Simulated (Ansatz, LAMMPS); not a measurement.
**Amorphous 37Ga2O3-63Al2O3 (mol %) (135 atoms): geometry optimisation**

How does amorphous 37Ga2O3-63Al2O3 (mol %) (135 atoms) relax, and what do bonds, charges and levels look like afterwards?

Calculated with Ansatz 0.2.0; Kohn-Sham DFT, revPBE, PAW (set soft_2), plane waves.

### 1. The starting structure

The cell holds 135 atoms: 20 Ga, 34 Al and 81 O. Cell: a = 11.052 Å, b = 11.052 Å, c = 11.052 Å, α = 90.0°, β = 90.0°, γ = 90.0°. 135 atoms (20 Fe, 34 Al, 81 O) placed at random at 3.55 g/cm³, melted at 5000 K for 10 ps at fixed volume with the Morse and Coulomb pair potential with partial charges (Pedone, Malavasi, Menziani, Cormack and Segre, J. Phys. Chem. B 110, 11780 (2006)). Quenched from 5000 K to 300 K at 50 K/ps and fixed volume, held 10 ps at zero pressure, then minimised at fixed cell. Then Fe was replaced by Ga and the cell scaled by 1.006 (the potential has no terms for the new elements, so the cell is a start for a DFT relaxation).

What the set-up can't give: The quench rate of 50 K/ps is orders of magnitude faster than experiment, which tends to freeze in extra defects. The starting topology of bonds comes from the classical model. Sampling is at Γ alone, for a cell whose shortest periodic width is 11 Å.

### 2. How the cell was made

A classical potential makes the cell, at a small fraction of what the same run would cost in DFT.

This step: classical MD, Morse and Coulomb pair potential with partial charges (Pedone, Malavasi, Menziani, Cormack and Segre, J. Phys. Chem. B 110, 11780 (2006)) (LAMMPS 22 Jul 2025 - Update 4).

in.lmp reads:

```
# melt-quench of Fe20Al34O81
units metal
atom_style charge
boundary p p p
region box block 0 11.5921 0 11.5921 0 11.5921
create_box 3 box
mass 1 55.8450   # Fe
mass 2 26.9815   # Al
mass 3 15.9990   # O
create_atoms 1 random 20 18559 NULL overlap 1.5 maxtry 2000
create_atoms 2 random 34 18566 NULL overlap 1.5 maxtry 2000
create_atoms 3 random 81 18573 NULL overlap 1.5 maxtry 2000
pair_style hybrid/overlay pedone 5.5 coul/long 8.0
pair_coeff * * coul/long
pair_coeff 1 3 pedone 0.418981 1.620376 2.382183 2   # Fe-O
pair_coeff 2 3 pedone 0.361581 1.900442 2.164818 0.9   # Al-O
pair_coeff 3 3 pedone 0.042395 1.379316 3.618701 22   # O-O
set type 1 charge 1.8
set type 2 charge 1.8
set type 3 charge -1.2
kspace_style pppm 1.0e-4
neigh_modify delay 0 every 1 check yes
thermo_style custom step time temp pe press density
thermo_modify norm yes
timestep 0.002
thermo 100
min_style cg
minimize 1e-4 1e-4 200 2000
reset_timestep 0
velocity all create 5000 18560 mom yes dist gaussian
fix lim all nve/limit 0.05
fix lan all langevin 5000 5000 0.2 18561 zero yes
thermo 500
run 1000 post no
# [... 10 lines left out ...]
thermo 1666
fix md all npt temp 300 300 0.2 iso 0 0 2
run 5000 post no
unfix md
thermo 100
min_style cg
minimize 0 1e-3 2000 20000
write_dump all custom glass.dump id type xs ys zs modify sort id
```

Started as:

```console
$ lmp -in in.lmp -log none -nocite
```

Numbers of over 12 decimals in the logs are rounded to 6 here.

Output:

```text
LAMMPS (22 Jul 2025 - Update 4)
Created orthogonal box = (0 0 0) to (11.5921 11.5921 11.5921)
Created 20 atoms
Created 34 atoms
Created 81 atoms
PPPM initialization ...
  G vector (1/distance) = 0.37661502
  grid = 12 12 12
  estimated relative force accuracy = 7.2306816e-05
   Step          Time           Temp          PotEng         Press         Density
         0   0              0             -2.5371587      770569.54      3.5500275
        70   0.14           0             -13.317404     -90319.236      3.5500275
Loop time of 0.0771921 s on 1 MPI rank(s) for 70 steps with 135 atoms
Minimization stats:
  Stopping criterion = energy tolerance
  Energy initial, next-to-last, final =
     -2.53715872540378  -13.3162104328742  -13.3174036821634
  Force two-norm initial, final = 351.1117 2.2921981
  Iterations, force evaluations = 70 91
   Step          Time           Temp          PotEng         Press         Density
[... 12 lines left out ...]
[... 1 line left out ...]
Loop time of 3.41103 s on 1 MPI rank(s) for 5000 steps with 135 atoms
   Step          Time           Temp          PotEng         Press         Density
[... 12 lines left out ...]
Loop time of 30.2668 s on 1 MPI rank(s) for 47000 steps with 135 atoms
   Step          Time           Temp          PotEng         Press         Density
[... 3 lines left out ...]
     56644   113.288        312.05723     -13.50154      -2565.5466      4.1651458
     58000   116            306.03789     -13.498876     -8654.0509      4.1702097
Loop time of 4.20902 s on 1 MPI rank(s) for 5000 steps with 135 atoms
   Step          Time           Temp          PotEng         Press         Density
     58000   116            306.03789     -13.498881     -8659.6806      4.1702097
     58019   116.038        306.03789     -13.539615     -10958.247      4.1702097
Loop time of 0.0589845 s on 1 MPI rank(s) for 19 steps with 135 atoms
Minimization stats:
  Stopping criterion = linesearch alpha is zero
  Energy initial, next-to-last, final =
      -13.498881056998  -13.5396147669435  -13.5396147669435
  Force two-norm initial, final = 14.444581 0.31346379
  Iterations, force evaluations = 19 67
```

The job ended after 39 s (1 thread of Arm Neoverse V1, shared host; peak memory 0.078 GiB).

### 3. Single point at the start

The forces at the start show how far the geometry lies from a minimum of this functional.

input.yaml reads:

```yaml
crystal:
  lattice:
    - [11.05227, 0.0, 0.0]
    - [0.0, 11.05227, 0.0]
    - [0.0, 0.0, 11.05227]
  atoms:
    - { symbol: Ga, position: [0.68658, 0.85172, 0.46134] }
    - { symbol: Ga, position: [0.24557, 0.61432, 0.36859] }
    - { symbol: Ga, position: [0.29665, 0.25732, 0.38415] }
    - { symbol: Ga, position: [0.57792, 0.58848, 0.82249] }
    - { symbol: Ga, position: [0.08119, 0.40907, 0.68863] }
    - { symbol: Ga, position: [0.83518, 0.42967, 0.84084] }
    - { symbol: Ga, position: [0.2442, 0.77183, 0.15469] }
    - { symbol: Ga, position: [0.53756, 0.87658, 0.74113] }
    - { symbol: Ga, position: [0.7359, 0.53172, 0.31586] }
    - { symbol: Ga, position: [0.44797, 0.57124, 0.083] }
    - { symbol: Ga, position: [0.17653, 0.47641, 0.16834] }
    - { symbol: Ga, position: [0.38149, 0.77871, 0.51533] }
    - { symbol: Ga, position: [0.382, 0.52714, 0.6336] }
    - { symbol: Ga, position: [0.89557, 0.1312, 0.00293] }
    - { symbol: Ga, position: [0.4677, 0.8548, 0.01685] }
    - { symbol: Ga, position: [0.95944, 0.64707, 0.20402] }
    - { symbol: Ga, position: [0.85359, 0.72398, 0.73766] }
    - { symbol: Ga, position: [0.72509, 0.93239, 0.9376] }
    - { symbol: Ga, position: [0.29928, 0.42418, 0.88513] }
    - { symbol: Ga, position: [0.34666, 0.23388, 0.11563] }
    - { symbol: Al, position: [0.96343, 0.81874, 0.00517] }
    - { symbol: Al, position: [0.15094, 0.88551, 0.45808] }
    - { symbol: Al, position: [0.87338, 0.38627, 0.13544] }
    - { symbol: Al, position: [0.07366, 0.58911, 0.91626] }
    - { symbol: Al, position: [0.32679, 0.71743, 0.85477] }
    - { symbol: Al, position: [0.41281, 0.27811, 0.60683] }
    - { symbol: Al, position: [0.20939, 0.98884, 0.00764] }
    - { symbol: Al, position: [0.76609, 0.00699, 0.66264] }
    - { symbol: Al, position: [0.02723, 0.94447, 0.20738] }
    - { symbol: Al, position: [0.65074, 0.61599, 0.54005] }
    - { symbol: Al, position: [0.49009, 0.66492, 0.30396] }
    - { symbol: Al, position: [0.9402, 0.98479, 0.44453] }
    [... 97 atom lines left out ...]
    - { symbol: O, position: [0.96897, 0.65844, 0.01055] }
    - { symbol: O, position: [0.30752, 0.89751, 0.87301] }
    - { symbol: O, position: [0.80453, 0.37111, 0.28104] }
    - { symbol: O, position: [0.1832, 0.28204, 0.51284] }
    - { symbol: O, position: [0.89661, 0.61697, 0.36974] }
    - { symbol: O, position: [0.57173, 0.27119, 0.62075] }
kpoints:
  mp_grid: { grid: [1, 1, 1] }
hamiltonian:
  xc: revpbe
scf:
  occupations: { method: fixed }
output:
  forces: true
  stress: true
  populations: intrinsic
  dos:
    method: { smearing: { sigma: 0.08 } }
    de: 0.1
    projected: { site_lists: { Al: [Al], Ga: [Ga], O: [O] } }
  eigenvalues: true
```

Started as:

```console
$ ansatz run input.yaml --threads 4 --pin off --max-ram 8192MiB --backend cpu --events-out ev --progress --plain --runs-dir out
```

Output:

```text
Engine: ansatz 0.2.0, aarch64-unknown-linux-gnu
Pseudopotentials: kind: paw
Pseudopotential: Ga, paw, valence charge 13, recommended cutoff 420 eV (normal), Ga.paw.azcp
Pseudopotential: Al, paw, valence charge 3, recommended cutoff 420 eV (normal), Al.paw.azcp
Pseudopotential: O, paw, valence charge 6, recommended cutoff 420 eV (normal), O.paw.azcp
[... 5 lines on functional and potentials left out ...]
Crystal: 135 atoms, lattice volume = 1350.064 Å³
Basis set: ecut = 420 eV, 26529 PW (Γ), exchange–correlation on 150×150×150 points (8 copies of the dense FFT grid, shifted against one another)
Bands: 559, of which v1, the nominal top of the filled ones, is band 424 counted from 1 (423 counted from 0)
Symmetry: 1 space group operations
Space group: P1 (ITA 1), of the structure as read, at distance tolerance 1.1e-4 Å
k-points: 1
[... 10 lines on functional and potentials left out ...]
Initial density: superposition of atomic densities (neutral atoms: chi_scale 0, normalization atom), corrected by the library's trained network
Initial wavefunctions: pseudopotential atomic-orbital guess
Functional: x = revpbe(κ = 1.245, μ = 0.219515), c = pbe(β = 0.066725)
SCF iter   1: F=—  HF=-140262.833618 eV  |F-HF|=—  |Δ(HF+E_count)|=         —  Δρ=4.45e-3  dr2=2.84e-1  ethr=1.77e-3  ⟨swp⟩=5.0  Hψ=1961  notcnv=0  defer=133
preconditioner: auto → Resta (q_TF=auto, 2.525 Å⁻¹)  ε∞=3.9  [insulator: Δε(μ)=2.590 eV  Ē_g=17.161 eV  n_scr=364 (ndim 8)  ℏωp=29.4 eV  f_vac=0.016  ε∞_Penn≈3.9]
SCF iter   2: F=—  HF=-140262.787855 eV  |F-HF|=—  |Δ(HF+E_count)|=   4.58e-2  Δρ=2.12e-3  dr2=4.71e-2  ethr=3.35e-5  ⟨swp⟩=2.0  Hψ=1061  notcnv=0  defer=133
SCF iter   3: F=—  HF=-140262.789559 eV  |F-HF|=—  |Δ(HF+E_count)|=   1.70e-3  Δρ=8.68e-4  dr2=1.19e-2  ethr=5.55e-6  ⟨swp⟩=4.0  Hψ=850  notcnv=0  defer=133
SCF iter   4: F=—  HF=-140262.790367 eV  |F-HF|=—  |Δ(HF+E_count)|=   8.08e-4  Δρ=3.03e-4  dr2=1.12e-3  ethr=1.40e-6  ⟨swp⟩=2.0  Hψ=781  notcnv=0  defer=133
SCF iter   5: F=—  HF=-140262.790542 eV  |F-HF|=—  |Δ(HF+E_count)|=   1.75e-4  Δρ=1.35e-4  dr2=2.28e-4  ethr=1.32e-7  ⟨swp⟩=2.0  Hψ=847  notcnv=0  defer=132
SCF iter   6: F=—  HF=-140262.790706 eV  |F-HF|=—  |Δ(HF+E_count)|=   1.64e-4  Δρ=4.91e-5  dr2=3.34e-5  ethr=2.69e-8  ⟨swp⟩=2.0  Hψ=821  notcnv=0  defer=129
SCF iter   7: F=—  HF=-140262.789359 eV  |F-HF|=—  |Δ(HF+E_count)|=   1.35e-3  Δρ=2.26e-5  dr2=7.06e-6  ethr=3.93e-9  ⟨swp⟩=2.0  Hψ=983  notcnv=0  defer=129
SCF iter   8: F=—  HF=-140262.789366 eV  |F-HF|=—  |Δ(HF+E_count)|=   7.41e-6  Δρ=7.44e-6  dr2=8.98e-7  ethr=8.33e-10  ⟨swp⟩=2.0  Hψ=854  notcnv=0  defer=129
SCF iter   9: F=—  HF=-140262.789367 eV  |F-HF|=—  |Δ(HF+E_count)|=   1.16e-6  Δρ=5.95e-6  dr2=3.92e-7  ethr=1.06e-10  ⟨swp⟩=2.0  Hψ=854  notcnv=0  defer=129
SCF iter  10: F=-140262.789367 eV  HF=-140262.789367 eV  |F-HF|=2.60e-8  |Δ(HF+E_count)|=   3.41e-8  Δρ=1.39e-6  dr2=2.46e-8  ethr=1.18e-11  ⟨swp⟩=13.0  Hψ=3473  notcnv=0
SCF 1 converged in 10 iterations: F = -140262.789367 eV  dr2 = 2.46e-8
  greatest PAW one-centre occupation: 0.998 electrons in one spin orbital (limit 2), on the Ga atom at site 19 (counted from 0), in its partial waves of l = 2
SCF converged after 10 iterations
Free energy (F): -140262.789367 eV
Harris-Foulkes:  -140262.789367 eV  (|F-HF|=2.60e-8)
Internal energy: -140262.789367 eV  (E = F + TS)
E sigma→0 (E₀):  -140262.789367 eV
Fermi energy:    7.663341 eV
--- Per-component energies (eV) ---
  E_band       = -707.995167
  E_kinetic    = 17646.656620
  E_local      = -76089.775719  (includes V_loc(G=0)·N_el)
  E_nonlocal   = 12837.057459
  E_hartree    = 33168.541075
  E_xc         = -8779.428622
  E_vxc        = -9848.156323  (∫ρ·V_xc dr)
  E_paw        = -68953.022673  (= ΣΔE_a)
  E_vpaw       = -11591.048825  (= ΣTr[D̂ρ^β])
  E_aug_tail   = 0.199196  (compensation charges beyond the density's cutoff)
  E_ewald      = -50089.487689
  E_core_change = -3.529014  (= ΣΔE_core)
  E_smearing   = -0.000000  (= −TS)
  E_closure    = 0.000000  (closes the sum)
  Σ components = -140262.789367   (vs F -140262.789367, Δ=0.00e0)
--- Forces (eV/Å), atoms counted from 1 ---
  atom   1  Ga    -0.50872942    -0.01883468    -0.38642057
  atom   2  Ga     0.04129384     0.56094292     0.04069332
  atom   3  Ga     0.60295984    -1.19519274    -0.22113700
  atom   4  Ga    -0.63309793     0.17100330    -0.50982363
  atom   5  Ga     0.26349912     0.01911807     0.50382516
  atom   6  Ga     0.33092995    -0.43030522    -0.26004895
  atom   7  Ga    -0.15234696     0.19937342     0.20525914
  atom   8  Ga     0.10116879     0.21777319     0.09200852
  atom   9  Ga     0.07585233    -0.20672073     0.63332240
  atom  10  Ga    -0.47196007     0.75480949     0.20734245
  atom  11  Ga    -0.76918605    -0.17260716    -0.27648709
  atom  12  Ga    -0.42594499    -0.37906229     0.08597378
  atom  13  Ga    -0.31079855    -0.61264673     0.37098783
  atom  14  Ga    -1.51899665    -0.05246425    -0.95285424
[...]
atom 134  O     -0.55138595    -1.02568925    -2.03171571
  atom 135  O      0.03735058     0.33757096    -0.44816483
  max |Σ_I F_I| component: 4.80e-5 eV/Å
--- Stress (GPa, compression-positive) ---
        8.996520       0.483361      -1.267873
        0.483370      12.755546      -0.409866
       -1.267857      -0.409853      10.779285
  P = ⅓ Tr σ = 10.8438 GPa (108.438 kbar)
--- Band table (eV) ---
  k-point 0: bands = ["-11.9988", "-11.7928", "-11.6874", "-11.5106", [... 543 levels ...], "18.8839", "18.9045", "18.9554", "18.9790", "18.9853", "19.0427", "19.1066", "19.1658", "19.1808", "19.2393", "19.3146", "19.3280"]
--- intrinsic populations: 135 sites ---
  site symbol       q [e]
     0     Ga     11.9447
     1     Ga     11.9609
     2     Ga     11.9577
[...]
134      O      6.9265
  spilling = -0.000000 (of n_electrons = 848.000000)
```

Elapsed: 45 s, on 4 threads of Arm Neoverse V1, shared host; peak memory 2.1 GiB.

The column dr2 measures how far the density is from self-consistency, as an energy; F and HF (Harris–Foulkes) agree once it is small.

Numbers from this run:

* free energy: -140262.7894 eV
* free energy per atom: -1038.9836 eV/atom
* SCF cycles: 10
* pressure: 10.84 GPa
* r.m.s. force component: 0.6059 eV/Å
* longest force: 2.342 eV/Å
* Fermi energy: 7.663 eV
* gap (highest filled to lowest empty level): 2.482 eV

The r.m.s. force component of 0.61 eV/Å and the pressure of 11 GPa set the starting point.

Neighbours are counted within 2.27 Å (O-Al), 2.50 Å (O-Ga).

Length of the force by element and coordination:

```tsv
element	coordination	atoms	mean length of the force (eV/Å)	spread	least	most
Al	all	34	0.811	0.277	0.160	1.36
Al	4	21	0.791	0.224	0.3	1.12
Al	5	7	0.814	0.372	0.160	1.32
Al	6	6	0.877	0.301	0.465	1.36
Ga	all	20	0.725	0.352	0.257	1.79
Ga	4	1	1.79	0	1.79	1.79
Ga	5	6	0.674	0.371	0.257	1.36
Ga	6	11	0.675	0.187	0.324	1.08
Ga	7	2	0.614	0.167	0.447	0.781
O	all	81	1.06	0.486	0.289	2.34
O	2	1	1.64	0	1.64	1.64
O	3	54	1.19	0.491	0.329	2.34
O	4	25	0.790	0.344	0.289	1.61
O	5	1	0.712	0	0.712	0.712
```

### 4. Relaxation

The atoms are relaxed in the fixed cell, aiming at the force tolerance of the input.

input.yaml, the sections that differ from step 3:

```yaml
output:
  forces: true
relax:
  f_tol: 0.05
  max_steps: 200
# crystal, kpoints, hamiltonian, scf: as in step 3
```

Output:

```text
[...]
Crystal: 135 atoms, lattice volume = 1350.064 Å³
Basis set: ecut = 420 eV, 26529 PW (Γ), exchange–correlation on 150×150×150 points (8 copies of the dense FFT grid, shifted against one another)
Bands: 559, of which v1, the nominal top of the filled ones, is band 424 counted from 1 (423 counted from 0)
Symmetry: 1 space group operations
[...]
k-points: 1
[...]
SCF iter   1: F=—  HF=-140262.835619 eV  |F-HF|=—  |Δ(HF+E_count)|=         —  Δρ=4.48e-3  dr2=2.89e-1  ethr=1.77e-3  ⟨swp⟩=5.0  Hψ=1760  notcnv=0  defer=133
[...]
SCF iter   3: F=—  HF=-140262.788142 eV  |F-HF|=—  |Δ(HF+E_count)|=   3.91e-4  Δρ=8.79e-4  dr2=1.22e-2  ethr=5.51e-6  ⟨swp⟩=4.0  Hψ=854  notcnv=0  defer=132
automatic band count: iteration 3 solves 558 bands in place of 559: the levels show a gap, and the empty bands left out lie too high to hold charge; the band table lists the bands solved (type scf.n_extra_bands for more)
SCF iter   4: F=—  HF=-140262.788975 eV  |F-HF|=—  |Δ(HF+E_count)|=   8.33e-4  Δρ=2.94e-4  dr2=1.06e-3  ethr=1.44e-6  ⟨swp⟩=2.0  Hψ=781  notcnv=0  defer=132
[...]
SCF iter   7: F=-140262.789363 eV  HF=-140262.789359 eV  |F-HF|=3.71e-6  |Δ(HF+E_count)|=   2.94e-5  Δρ=2.15e-5  dr2=6.95e-6  ethr=3.90e-9  ⟨swp⟩=3.0  Hψ=1409  notcnv=0
SCF 1 converged in 7 iterations: F = -140262.789363 eV  dr2 = 6.95e-6
[...]
relax step   1: F+E_penalty+E_count = -140262.78936316 eV  Δ(F+E_penalty+E_count) = +0.000e0 eV  max|allowed force component| = 2.032e0 eV/Å  Δτ_max = 0.0000 Å  (7 SCF iters, dr2 threshold 6.25e-5 eV, accepted)
[... from here on, the SCF cycles and remarks between the steps are left out ...]
relax step   2: F+E_penalty+E_count = -140265.06452776 eV  Δ(F+E_penalty+E_count) = -2.275e0 eV  max|allowed force component| = 1.126e0 eV/Å  Δτ_max = 0.0831 Å  (6 SCF iters, dr2 threshold 1.00e-4 eV, accepted)
relax step   3: F+E_penalty+E_count = -140266.39760193 eV  Δ(F+E_penalty+E_count) = -1.333e0 eV  max|allowed force component| = 5.599e-1 eV/Å  Δτ_max = 0.1307 Å  (7 SCF iters, dr2 threshold 7.92e-5 eV, accepted)
relax step   4: F+E_penalty+E_count = -140267.28003476 eV  Δ(F+E_penalty+E_count) = -8.824e-1 eV  max|allowed force component| = 3.389e-1 eV/Å  Δτ_max = 0.2000 Å  (7 SCF iters, dr2 threshold 7.76e-5 eV, accepted)
relax step   5: F+E_penalty+E_count = -140267.67758755 eV  Δ(F+E_penalty+E_count) = -3.976e-1 eV  max|allowed force component| = 3.277e-1 eV/Å  Δτ_max = 0.2000 Å  (8 SCF iters, dr2 threshold 2.84e-5 eV, accepted)
relax step   6: F+E_penalty+E_count = -140267.78058018 eV  Δ(F+E_penalty+E_count) = -1.030e-1 eV  max|allowed force component| = 2.518e-1 eV/Å  Δτ_max = 0.2000 Å  (7 SCF iters, dr2 threshold 3.94e-5 eV, accepted)
relax step   7: F+E_penalty+E_count = -140267.84355713 eV  Δ(F+E_penalty+E_count) = -6.298e-2 eV  max|allowed force component| = 1.608e-1 eV/Å  Δτ_max = 0.2000 Å  (7 SCF iters, dr2 threshold 3.74e-5 eV, accepted)
relax step   8: F+E_penalty+E_count = -140267.85464784 eV  Δ(F+E_penalty+E_count) = -1.109e-2 eV  max|allowed force component| = 1.121e-1 eV/Å  Δτ_max = 0.2000 Å  (7 SCF iters, dr2 threshold 1.06e-5 eV, accepted)
relax step   9: F+E_penalty+E_count = -140267.85902178 eV  Δ(F+E_penalty+E_count) = -4.374e-3 eV  max|allowed force component| = 1.468e-1 eV/Å  Δτ_max = 0.0909 Å  (7 SCF iters, dr2 threshold 5.12e-6 eV, accepted)
relax step  10: F+E_penalty+E_count = -140267.87449612 eV  Δ(F+E_penalty+E_count) = -1.547e-2 eV  max|allowed force component| = 3.891e-2 eV/Å  Δτ_max = 0.0721 Å  (6 SCF iters, dr2 threshold 1.05e-5 eV, accepted)
relax step  11: F+E_penalty+E_count = -140267.87449731 eV  Δ(F+E_penalty+E_count) = -1.195e-6 eV  max|allowed force component| = 3.899e-2 eV/Å  Δτ_max = 0.0000 Å  (4 SCF iters, accepted)
SCF converged after 4 iterations
Free energy (F): -140267.874497 eV
[...]
Internal energy: -140267.874497 eV  (E = F + TS)
E sigma→0 (E₀):  -140267.874497 eV
Fermi energy:    7.402265 eV
[...]
--- Forces (eV/Å), atoms counted from 1 ---
  atom   1  Ga    -0.01411004    -0.00773028     0.01349309
  atom   2  Ga     0.03587391     0.00351273     0.03899382
  atom   3  Ga     0.00353278     0.00696521     0.01181493
  atom   4  Ga    -0.00065262    -0.00010564    -0.01852703
  atom   5  Ga    -0.00456438     0.00920326    -0.00797794
  atom   6  Ga    -0.00294068    -0.01031360     0.01486224
  atom   7  Ga    -0.01117093     0.00199218     0.03037063
  atom   8  Ga     0.00154652    -0.00928678    -0.00417919
  atom   9  Ga    -0.01087372    -0.00203749     0.01925839
  atom  10  Ga     0.00322223    -0.00907889    -0.00664395
  atom  11  Ga     0.01275327    -0.01330396     0.00099623
  atom  12  Ga    -0.01091910    -0.01813125    -0.01280144
  atom  13  Ga    -0.00795897     0.00443096    -0.02215169
  atom  14  Ga     0.00233960     0.02120069    -0.00721630
[...]
atom 134  O      0.00725859    -0.00103919    -0.00855003
  atom 135  O     -0.00443038    -0.00145221     0.00709437
  max |Σ_I F_I| component: 1.57e-4 eV/Å
--- Relaxed structure (11 steps of the walk, 11 accepted, 0 SCFs on fresh bases) ---
  F+E_penalty+E_count = -140267.87449731 eV   max|allowed force component| = 3.899e-2 eV/Å
  atoms:
    - { symbol: Ga, position: [0.682752, 0.829955, 0.472082] }
    - { symbol: Ga, position: [0.244380, 0.624116, 0.359777] }
    - { symbol: Ga, position: [0.321890, 0.220575, 0.382369] }
    - { symbol: Ga, position: [0.570894, 0.598232, 0.822153] }
[...]
- { symbol: O, position: [0.590484, 0.289441, 0.605796] }
```

Elapsed: 3.4 min, on 4 threads; peak memory 2 GiB.

Relaxation path:

```tsv
step	energy less that of the first step (eV)	largest force component (eV/Å)
1	0.0000	2.0318
2	-2.2752	1.1255
3	-3.6082	0.5599
4	-4.4907	0.3389
5	-4.8882	0.3277
6	-4.9912	0.2518
7	-5.0542	0.1608
8	-5.0653	0.1121
9	-5.0697	0.1468
10	-5.0851	0.0389
11	-5.0851	0.0390
```

The atoms that moved most (Å):

```tsv
atom	dx	dy	dz	length
Ga3	0.279	-0.406	-0.020	0.493
O93	-0.267	-0.118	0.378	0.478
O109	0.362	-0.152	0.260	0.471
Al48	0.346	-0.229	0.171	0.449
Ga15	0.034	0.016	0.436	0.438
Ga8	-0.068	0.205	0.330	0.394
O62	-0.200	0.301	-0.012	0.362
O119	-0.196	0.244	0.180	0.361
```

The relaxation changed the energy by -37.7 meV/atom, and atoms moved by 0.21 Å r.m.s., 0.49 Å at most.

(Part 1 of 2 ends here.)

[Logs are printed without paths, hosts, clocks, repeated set-up lines and the standing remarks that a program may print on its own settings, such as how far it seeks lower states.]

[Hosts, paths, dates, database ids (printed as entryN), source tags and the programs' standing remarks are cut or masked in the printed files.]
